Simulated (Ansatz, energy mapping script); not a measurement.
# Spin model of AlNi3 from collinear orders

How strongly do the moments of AlNi3 couple under PBE+U+J (3.1 eV, J 0.7 eV, AMF)? The plan is to run several orders and fit a Heisenberg model.

Main program and level: Ansatz 0.2.0; PBE with U = 3.1 eV, J = 0.7 eV on Ni d, around mean field, ortho-atomic projectors; plane waves, U on orthogonalised atomic orbitals unless named otherwise, collinear spin, no spin–orbit coupling.

This is a report of a sequence of runs, with most program output left out.

In doubt: warnings of the run leave room for a lower electronic state (step 6), so energies may not be the lowest and differences between runs may mislead.

**1. Starting point**

Symmetry: Pm-3m, No. 221, cubic system. Conventional cell: a = 3.523 Å, b = 3.523 Å, c = 3.523 Å, α = 90.00°, β = 90.00°, γ = 90.00°. Nearest to Al lie 12 Ni at 2.49 Å. Ni has 4 Al at 2.49 Å and 8 Ni at 2.49 Å nearest. Farther neighbours are not listed.

As a file:

```cif
data_structure
_symmetry_space_group_name_H-M 'Pm-3m'
_symmetry_Int_Tables_number 221
_cell_length_a 3.5231
_cell_length_b 3.5231
_cell_length_c 3.5231
_cell_angle_alpha 90.000
_cell_angle_beta 90.000
_cell_angle_gamma 90.000
_cell_volume 43.73
loop_
_atom_site_label
_atom_site_type_symbol
_atom_site_symmetry_multiplicity
_atom_site_Wyckoff_symbol
_atom_site_fract_x
_atom_site_fract_y
_atom_site_fract_z
_atom_site_occupancy
Al1 Al 1 a 0.00000 0.00000 0.00000 1
Ni1 Ni 3 c 0.00000 0.50000 0.50000 1
```

The cell comes from a database of computed structures, and need not be the one that the compound takes in experiment.

With U and J typed apart the correction also acts on the shape of the shell and on Hund's coupling, which the single parameter U − J averages out. Double counting around the mean field suits weakly correlated, itinerant shells better than the localised limit.

**2. Seed run in the crystal's own cell**

A corrected shell can settle in several orbital fillings. One parallel run, with an occupation width a fifth wider than the orders use, therefore is to supply the occupation matrices. All orders start from them.

input.yaml reads:

```yaml
crystal:
  lattice:
    - [3.523054727, 0.0, 0.0]
    - [0.0, 3.523054727, 0.0]
    - [0.0, 0.0, 3.523054727]
  atoms:
    - { symbol: Al, position: [0.0, 0.0, 0.0] }
    - { symbol: Ni, position: [0.0, 0.5, 0.5], spin: 1.0 }
    - { symbol: Ni, position: [0.5, 0.0, 0.5], spin: 1.0 }
    - { symbol: Ni, position: [0.5, 0.5, 0.0], spin: 1.0 }
magnetization:
  spin_polarized: true
kpoints:
  mp_grid: { grid: [11, 11, 11] }
hamiltonian:
  xc: pbe
  hubbard:
    sites: [{ species: Ni, l: d, u: 3.1, j: 0.7 }]
    double_counting: amf
    projectors: ortho-atomic
scf:
  occupations: { method: fermi_dirac, width: 0.12 }
output:
  eigenvalues: true
```

Command:

```sh
> ansatz run input.yaml --threads 4 --pin off --max-ram 8192MiB --backend cpu --events-out ev --progress --plain --runs-dir out
```

The job ended after 6 s (4 threads of Intel Xeon at 2.70GHz, shared host; peak memory 0.51 GiB; 18 s of CPU time).

Numbers from this step:

```yaml
final_state: ferromagnetic
electrons_in_the_corrected_shells: 8.893, 8.893, 8.893 e
largest_moment: 0.313 μB
```

**3. Parallel start in cell A (4 atoms)**

Each cell gets its own parallel run on the same mesh, so that most of the mesh error cancels in the differences.

input.yaml reads:

```yaml
crystal:
  lattice:
    - [3.523054727, 0.0, 0.0]
    - [0.0, 3.523054727, 0.0]
    - [0.0, 0.0, 3.523054727]
  atoms:
    - { symbol: Al, position: [0.0, 0.0, 0.0] }
    - { symbol: Ni, position: [0.0, 0.5, 0.5], spin: 1.0 }
    - { symbol: Ni, position: [0.5, 0.0, 0.5], spin: 1.0 }
    - { symbol: Ni, position: [0.5, 0.5, 0.0], spin: 1.0 }
magnetization:
  spin_polarized: true
kpoints:
  mp_grid: { grid: [11, 11, 11] }
hamiltonian:
  xc: pbe
  hubbard:
    sites:
      - { species: Ni, l: d, u: 3.1, j: 0.7 }
      - { site: 1, l: d, u: 3.1, j: 0.7, starting_ns: [{ spin: up, occupation_matrix: ni2_major }, { spin: down, occupation_matrix: ni2_minor }] }
      - { site: 2, l: d, u: 3.1, j: 0.7, starting_ns: [{ spin: up, occupation_matrix: ni3_major }, { spin: down, occupation_matrix: ni3_minor }] }
      - { site: 3, l: d, u: 3.1, j: 0.7, starting_ns: [{ spin: up, occupation_matrix: ni4_major }, { spin: down, occupation_matrix: ni4_minor }] }
    double_counting: amf
    projectors: ortho-atomic
    occupation_matrices:
      ni2_major:
        matrix:
          - [0.922, 0.0, 0.0, -0.017, 0.0]
          - [0.0, 0.912, 0.0, 0.0, 0.0]
          - [0.0, 0.0, 0.922, 0.0, 0.0]
          - [-0.017, 0.0, 0.0, 0.941, 0.0]
          - [0.0, 0.0, 0.0, 0.0, 0.912]
      ni2_minor:
        matrix:
          - [0.905, 0.0, 0.0, -0.03, 0.0]
          - [0.0, 0.758, 0.0, 0.0, 0.0]
          - [0.0, 0.0, 0.924, 0.0, 0.0]
          - [-0.03, 0.0, 0.0, 0.939, 0.0]
          - [0.0, 0.0, 0.0, 0.0, 0.758]
      ni3_major:
        matrix:
          - [0.922, 0.0, 0.0, 0.017, 0.0]
          - [0.0, 0.922, 0.0, 0.0, 0.0]
          - [0.0, 0.0, 0.912, 0.0, 0.0]
          - [0.017, 0.0, 0.0, 0.941, 0.0]
          - [0.0, 0.0, 0.0, 0.0, 0.912]
      ni3_minor:
        matrix:
          - [0.905, 0.0, 0.0, 0.03, 0.0]
          - [0.0, 0.924, 0.0, 0.0, 0.0]
          - [0.0, 0.0, 0.758, 0.0, 0.0]
          - [0.03, 0.0, 0.0, 0.939, 0.0]
          - [0.0, 0.0, 0.0, 0.0, 0.758]
      ni4_major:
        matrix:
          - [0.95, 0.0, 0.0, 0.0, 0.0]
          - [0.0, 0.912, 0.0, 0.0, 0.0]
          - [0.0, 0.0, 0.912, 0.0, 0.0]
          - [0.0, 0.0, 0.0, 0.912, 0.0]
          - [0.0, 0.0, 0.0, 0.0, 0.922]
      ni4_minor:
        matrix:
          - [0.956, 0.0, 0.0, 0.0, 0.0]
          - [0.0, 0.758, 0.0, 0.0, 0.0]
          - [0.0, 0.0, 0.758, 0.0, 0.0]
          - [0.0, 0.0, 0.0, 0.888, 0.0]
          - [0.0, 0.0, 0.0, 0.0, 0.924]
scf:
  occupations: { method: fermi_dirac, width: 0.1 }
output:
  eigenvalues: true
```

Wall time 10 s (4 threads); peak memory 0.62 GiB; 35 s of CPU time.

Spin moment in the sphere by atom:

```csv
atom,spin moment in the sphere (μB)
Al1,-0.023
Ni2,0.327
Ni3,0.327
Ni4,0.327
```

The run ends ferromagnetic.

**4. Uncompensated ++− start in cell A (4 atoms)**

Reversing part of the moments probes the couplings between the two sets.

input.yaml, as its differences from that of step 3:

```diff
@@ -9,3 +9,3 @@
     - { symbol: Ni, position: [0.5, 0.0, 0.5], spin: 1.0 }
-    - { symbol: Ni, position: [0.5, 0.5, 0.0], spin: 1.0 }
+    - { symbol: Ni, position: [0.5, 0.5, 0.0], spin: -1.0 }
 magnetization:
@@ -21,3 +21,3 @@
       - { site: 2, l: d, u: 3.1, j: 0.7, starting_ns: [{ spin: up, occupation_matrix: ni3_major }, { spin: down, occupation_matrix: ni3_minor }] }
-      - { site: 3, l: d, u: 3.1, j: 0.7, starting_ns: [{ spin: up, occupation_matrix: ni4_major }, { spin: down, occupation_matrix: ni4_minor }] }
+      - { site: 3, l: d, u: 3.1, j: 0.7, starting_ns: [{ spin: up, occupation_matrix: ni4_minor }, { spin: down, occupation_matrix: ni4_major }] }
     double_counting: amf
```

Wall time 13 s (4 threads); peak memory 0.63 GiB; 46 s of CPU time.

Spin moment in the sphere by atom:

```csv
atom,spin moment in the sphere (μB)
Al1,-0.023
Ni2,0.327
Ni3,0.327
Ni4,0.327
```

The run ends ferromagnetic, not as typed: a moment turned or collapsed in the SCF or in the program's search for a lower state.

**5. Order 3: parallel, cell B of 8 atoms**

The parallel order again, as the reference for this cell.

input.yaml, as its differences from that of step 4:

```diff
@@ -2,10 +2,14 @@
   lattice:
-    - [3.523054727, 0.0, 0.0]
-    - [0.0, 3.523054727, 0.0]
-    - [0.0, 0.0, 3.523054727]
+    - [-3.523054727, 0.0, 0.0]
+    - [0.0, 3.523054727, 3.523054727]
+    - [0.0, 3.523054727, -3.523054727]
   atoms:
     - { symbol: Al, position: [0.0, 0.0, 0.0] }
-    - { symbol: Ni, position: [0.0, 0.5, 0.5], spin: 1.0 }
-    - { symbol: Ni, position: [0.5, 0.0, 0.5], spin: 1.0 }
-    - { symbol: Ni, position: [0.5, 0.5, 0.0], spin: -1.0 }
+    - { symbol: Al, position: [0.0, 0.5, 0.5] }
+    - { symbol: Ni, position: [0.0, 0.5, 0.0], spin: 1.0 }
+    - { symbol: Ni, position: [0.0, 0.0, 0.5], spin: 1.0 }
+    - { symbol: Ni, position: [0.5, 0.25, 0.75], spin: 1.0 }
+    - { symbol: Ni, position: [0.5, 0.75, 0.25], spin: 1.0 }
+    - { symbol: Ni, position: [0.5, 0.25, 0.25], spin: 1.0 }
+    - { symbol: Ni, position: [0.5, 0.75, 0.75], spin: 1.0 }
 magnetization:
@@ -13,3 +17,3 @@
 kpoints:
-  mp_grid: { grid: [11, 11, 11] }
+  mp_grid: { grid: [11, 8, 8] }
 hamiltonian:
@@ -19,5 +23,8 @@
       - { species: Ni, l: d, u: 3.1, j: 0.7 }
-      - { site: 1, l: d, u: 3.1, j: 0.7, starting_ns: [{ spin: up, occupation_matrix: ni2_major }, { spin: down, occupation_matrix: ni2_minor }] }
-      - { site: 2, l: d, u: 3.1, j: 0.7, starting_ns: [{ spin: up, occupation_matrix: ni3_major }, { spin: down, occupation_matrix: ni3_minor }] }
-      - { site: 3, l: d, u: 3.1, j: 0.7, starting_ns: [{ spin: up, occupation_matrix: ni4_minor }, { spin: down, occupation_matrix: ni4_major }] }
+      - { site: 2, l: d, u: 3.1, j: 0.7, starting_ns: [{ spin: up, occupation_matrix: ni2_major }, { spin: down, occupation_matrix: ni2_minor }] }
+      - { site: 3, l: d, u: 3.1, j: 0.7, starting_ns: [{ spin: up, occupation_matrix: ni2_major }, { spin: down, occupation_matrix: ni2_minor }] }
+      - { site: 4, l: d, u: 3.1, j: 0.7, starting_ns: [{ spin: up, occupation_matrix: ni3_major }, { spin: down, occupation_matrix: ni3_minor }] }
+      - { site: 5, l: d, u: 3.1, j: 0.7, starting_ns: [{ spin: up, occupation_matrix: ni3_major }, { spin: down, occupation_matrix: ni3_minor }] }
+      - { site: 6, l: d, u: 3.1, j: 0.7, starting_ns: [{ spin: up, occupation_matrix: ni4_major }, { spin: down, occupation_matrix: ni4_minor }] }
+      - { site: 7, l: d, u: 3.1, j: 0.7, starting_ns: [{ spin: up, occupation_matrix: ni4_major }, { spin: down, occupation_matrix: ni4_minor }] }
     double_counting: amf
```

Wall time 57 s (4 threads); peak memory 1.5 GiB; 3.5 min of CPU time.

The run ends ferromagnetic. For each magnetic atom its energy differs from the parallel run of the first cell by 0.16 meV, an error that one common reference would have brought in.

**6. Run 4 (compensated +++−−−; cell B, 8 atoms)**

input.yaml, as its differences from that of step 5:

```diff
@@ -11,5 +11,5 @@
     - { symbol: Ni, position: [0.5, 0.25, 0.75], spin: 1.0 }
-    - { symbol: Ni, position: [0.5, 0.75, 0.25], spin: 1.0 }
-    - { symbol: Ni, position: [0.5, 0.25, 0.25], spin: 1.0 }
-    - { symbol: Ni, position: [0.5, 0.75, 0.75], spin: 1.0 }
+    - { symbol: Ni, position: [0.5, 0.75, 0.25], spin: -1.0 }
+    - { symbol: Ni, position: [0.5, 0.25, 0.25], spin: -1.0 }
+    - { symbol: Ni, position: [0.5, 0.75, 0.75], spin: -1.0 }
 magnetization:
@@ -26,5 +26,5 @@
       - { site: 4, l: d, u: 3.1, j: 0.7, starting_ns: [{ spin: up, occupation_matrix: ni3_major }, { spin: down, occupation_matrix: ni3_minor }] }
-      - { site: 5, l: d, u: 3.1, j: 0.7, starting_ns: [{ spin: up, occupation_matrix: ni3_major }, { spin: down, occupation_matrix: ni3_minor }] }
-      - { site: 6, l: d, u: 3.1, j: 0.7, starting_ns: [{ spin: up, occupation_matrix: ni4_major }, { spin: down, occupation_matrix: ni4_minor }] }
-      - { site: 7, l: d, u: 3.1, j: 0.7, starting_ns: [{ spin: up, occupation_matrix: ni4_major }, { spin: down, occupation_matrix: ni4_minor }] }
+      - { site: 5, l: d, u: 3.1, j: 0.7, starting_ns: [{ spin: up, occupation_matrix: ni3_minor }, { spin: down, occupation_matrix: ni3_major }] }
+      - { site: 6, l: d, u: 3.1, j: 0.7, starting_ns: [{ spin: up, occupation_matrix: ni4_minor }, { spin: down, occupation_matrix: ni4_major }] }
+      - { site: 7, l: d, u: 3.1, j: 0.7, starting_ns: [{ spin: up, occupation_matrix: ni4_minor }, { spin: down, occupation_matrix: ni4_major }] }
     double_counting: amf
```

It took 3.4 min on 4 threads; peak memory 1.5 GiB; 13 min of CPU time.

The run ends non-magnetic, not as typed: a moment turned or collapsed in the SCF or in the program's search for a lower state.

**7. Run 5 (compensated +−+−+−; cell B, 8 atoms)**

input.yaml, as its differences from that of step 6:

```diff
@@ -9,6 +9,6 @@
     - { symbol: Ni, position: [0.0, 0.5, 0.0], spin: 1.0 }
-    - { symbol: Ni, position: [0.0, 0.0, 0.5], spin: 1.0 }
+    - { symbol: Ni, position: [0.0, 0.0, 0.5], spin: -1.0 }
     - { symbol: Ni, position: [0.5, 0.25, 0.75], spin: 1.0 }
     - { symbol: Ni, position: [0.5, 0.75, 0.25], spin: -1.0 }
-    - { symbol: Ni, position: [0.5, 0.25, 0.25], spin: -1.0 }
+    - { symbol: Ni, position: [0.5, 0.25, 0.25], spin: 1.0 }
     - { symbol: Ni, position: [0.5, 0.75, 0.75], spin: -1.0 }
@@ -24,6 +24,6 @@
       - { site: 2, l: d, u: 3.1, j: 0.7, starting_ns: [{ spin: up, occupation_matrix: ni2_major }, { spin: down, occupation_matrix: ni2_minor }] }
-      - { site: 3, l: d, u: 3.1, j: 0.7, starting_ns: [{ spin: up, occupation_matrix: ni2_major }, { spin: down, occupation_matrix: ni2_minor }] }
+      - { site: 3, l: d, u: 3.1, j: 0.7, starting_ns: [{ spin: up, occupation_matrix: ni2_minor }, { spin: down, occupation_matrix: ni2_major }] }
       - { site: 4, l: d, u: 3.1, j: 0.7, starting_ns: [{ spin: up, occupation_matrix: ni3_major }, { spin: down, occupation_matrix: ni3_minor }] }
       - { site: 5, l: d, u: 3.1, j: 0.7, starting_ns: [{ spin: up, occupation_matrix: ni3_minor }, { spin: down, occupation_matrix: ni3_major }] }
-      - { site: 6, l: d, u: 3.1, j: 0.7, starting_ns: [{ spin: up, occupation_matrix: ni4_minor }, { spin: down, occupation_matrix: ni4_major }] }
+      - { site: 6, l: d, u: 3.1, j: 0.7, starting_ns: [{ spin: up, occupation_matrix: ni4_major }, { spin: down, occupation_matrix: ni4_minor }] }
       - { site: 7, l: d, u: 3.1, j: 0.7, starting_ns: [{ spin: up, occupation_matrix: ni4_minor }, { spin: down, occupation_matrix: ni4_major }] }
```

Wall time 1.7 min (4 threads); peak memory 1.9 GiB; 6.6 min of CPU time.

The run ends non-magnetic, not as typed: a moment turned or collapsed in the SCF or in the program's search for a lower state.

**8. Parallel start in cell C (8 atoms)**

A new cell needs its own zero of energy.

This run holds the same structure in another cell (b 4.982 → 3.523 Å, c 4.982 → 7.046 Å).

input.yaml reads:

```yaml
crystal:
  lattice:
    - [3.523054727, 0.0, 0.0]
    - [0.0, 3.523054727, 0.0]
    - [0.0, 0.0, 7.046109454]
  atoms:
    - { symbol: Al, position: [0.0, 0.0, 0.0] }
    - { symbol: Al, position: [0.0, 0.0, 0.5] }
    - { symbol: Ni, position: [0.0, 0.5, 0.25], spin: 1.0 }
    - { symbol: Ni, position: [0.0, 0.5, 0.75], spin: 1.0 }
    - { symbol: Ni, position: [0.5, 0.0, 0.25], spin: 1.0 }
    - { symbol: Ni, position: [0.5, 0.0, 0.75], spin: 1.0 }
    - { symbol: Ni, position: [0.5, 0.5, 0.0], spin: 1.0 }
    - { symbol: Ni, position: [0.5, 0.5, 0.5], spin: 1.0 }
magnetization:
  spin_polarized: true
kpoints:
  mp_grid: { grid: [11, 11, 6] }
hamiltonian:
  xc: pbe
  hubbard:
    sites:
      - { species: Ni, l: d, u: 3.1, j: 0.7 }
      - { site: 2, l: d, u: 3.1, j: 0.7, starting_ns: [{ spin: up, occupation_matrix: ni2_major }, { spin: down, occupation_matrix: ni2_minor }] }
      - { site: 3, l: d, u: 3.1, j: 0.7, starting_ns: [{ spin: up, occupation_matrix: ni2_major }, { spin: down, occupation_matrix: ni2_minor }] }
      - { site: 4, l: d, u: 3.1, j: 0.7, starting_ns: [{ spin: up, occupation_matrix: ni3_major }, { spin: down, occupation_matrix: ni3_minor }] }
      - { site: 5, l: d, u: 3.1, j: 0.7, starting_ns: [{ spin: up, occupation_matrix: ni3_major }, { spin: down, occupation_matrix: ni3_minor }] }
      - { site: 6, l: d, u: 3.1, j: 0.7, starting_ns: [{ spin: up, occupation_matrix: ni4_major }, { spin: down, occupation_matrix: ni4_minor }] }
      - { site: 7, l: d, u: 3.1, j: 0.7, starting_ns: [{ spin: up, occupation_matrix: ni4_major }, { spin: down, occupation_matrix: ni4_minor }] }
    double_counting: amf
    projectors: ortho-atomic
    occupation_matrices:
      ni2_major:
        matrix:
          - [0.922, 0.0, 0.0, -0.017, 0.0]
          - [0.0, 0.912, 0.0, 0.0, 0.0]
          - [0.0, 0.0, 0.922, 0.0, 0.0]
          - [-0.017, 0.0, 0.0, 0.941, 0.0]
          - [0.0, 0.0, 0.0, 0.0, 0.912]
      ni2_minor:
        matrix:
          - [0.905, 0.0, 0.0, -0.03, 0.0]
          - [0.0, 0.758, 0.0, 0.0, 0.0]
          - [0.0, 0.0, 0.924, 0.0, 0.0]
          - [-0.03, 0.0, 0.0, 0.939, 0.0]
          - [0.0, 0.0, 0.0, 0.0, 0.758]
      ni3_major:
        matrix:
          - [0.922, 0.0, 0.0, 0.017, 0.0]
          - [0.0, 0.922, 0.0, 0.0, 0.0]
          - [0.0, 0.0, 0.912, 0.0, 0.0]
          - [0.017, 0.0, 0.0, 0.941, 0.0]
          - [0.0, 0.0, 0.0, 0.0, 0.912]
      ni3_minor:
        matrix:
          - [0.905, 0.0, 0.0, 0.03, 0.0]
          - [0.0, 0.924, 0.0, 0.0, 0.0]
          - [0.0, 0.0, 0.758, 0.0, 0.0]
          - [0.03, 0.0, 0.0, 0.939, 0.0]
          - [0.0, 0.0, 0.0, 0.0, 0.758]
      ni4_major:
        matrix:
          - [0.95, 0.0, 0.0, 0.0, 0.0]
          - [0.0, 0.912, 0.0, 0.0, 0.0]
          - [0.0, 0.0, 0.912, 0.0, 0.0]
          - [0.0, 0.0, 0.0, 0.912, 0.0]
          - [0.0, 0.0, 0.0, 0.0, 0.922]
      ni4_minor:
        matrix:
          - [0.956, 0.0, 0.0, 0.0, 0.0]
          - [0.0, 0.758, 0.0, 0.0, 0.0]
          - [0.0, 0.0, 0.758, 0.0, 0.0]
          - [0.0, 0.0, 0.0, 0.888, 0.0]
          - [0.0, 0.0, 0.0, 0.0, 0.924]
scf:
  occupations: { method: fermi_dirac, width: 0.1 }
output:
  eigenvalues: true
```

It took 28 s on 4 threads; peak memory 1.1 GiB.

The run ends ferromagnetic. For each magnetic atom its energy differs from the parallel run of the first cell by 0.04 meV, an error that one common reference would have brought in.

[end of part 1 of 2]

[Logs and program files are shortened in this print: banners, set-up blocks, solver, clock and traceback lines can be left out without a mark of their own.]

[Logs are printed without paths, hosts, clocks, repeated set-up lines and the standing remarks that a program may print on its own settings, such as how far it seeks lower states.]

[Hosts, paths, dates, database ids (printed as entryN), source tags and the programs' standing remarks are cut or masked in the printed files.]

[Where a cell is said to come from a database of computed structures, the database is the Materials Project.]
